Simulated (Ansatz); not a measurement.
Al2O3 (R-3c): refractive index against wavelength

The refractive index of Al2O3 (R-3c) along x below the direct gap (6.22 eV on the mesh) is read from one computed spectrum, n = √(Re ε). x, y and z are the Cartesian axes of the input cell.

Cell: a, b, c = 5.130, 5.130, 5.130 Å (primitive vectors), 10 atoms.

Method: Ansatz 0.2.0, PBE, independent particles, k-mesh 6×6×6 with interpolation inside its cells, Gaussian parameter 0.1 eV.

Launch of the response step: `ansatz run input.yaml --threads 4 --pin off --max-ram 8192MiB --backend cpu --events-out ev --progress --plain --runs-dir out`. The run took 23 s, on 4 threads of Arm Neoverse V1, with other jobs on the host.

| wavelength (nm) | photon energy E (eV) | n |
| --- | --- | --- |
| 700 | 1.771 | 1.8365 |
| 633 | 1.959 | 1.8395 |
| 532 | 2.331 | 1.8465 |
| 450 | 2.755 | 1.8563 |
| 405 | 3.061 | 1.8646 |
| 365 | 3.397 | 1.8751 |
| 308 | 4.025 | ? |

In the single-oscillator model n² − 1 = E₀E_d/(E₀² − E²), so 1/(n² − 1) = E₀/E_d − E²/(E₀E_d) is linear in E².

Working, on the rows shown:

| x = E² (eV²) | y = 1/(n² − 1) |
| --- | --- |
| 3.13716 | 0.421455 |
| 3.83641 | 0.419505 |
| 5.43137 | 0.415013 |
| 7.59115 | 0.408856 |
| 9.37179 | 0.403758 |
| 11.5384 | 0.397456 |

Means: x̄ = 6.8177, ȳ = 0.41101. Σ(x − x̄)(y − ȳ) = -0.1535, Σ(x − x̄)² = 53.76. Slope = -0.1535 / 53.76 = -0.002855; intercept = ȳ − slope · x̄ = 0.43047. Turned back into n, the line misses the rows shown by at most 0.00012.

Question: Predict the last column of the withheld row from the fit.

Answer: At x = 16.204 the line gives y = 0.38421, that is 1.8981. The run gave 1.8995, so the extrapolation is off by 0.0014, 2 % of the range in the table.

Refitted with all rows, the slope is -0.002904 and the intercept 0.43076. These give E₀ = √(intercept/−slope) = 12.18 eV and E_d = E₀/intercept = 28.3 eV; E₀ is 2.0 times the direct gap. The electronic limit at long wavelengths, without lattice vibrations, is n = √(1 + 1/intercept) = 1.822. Excitons are left out and so are local fields; PBE gaps are as a rule too small.
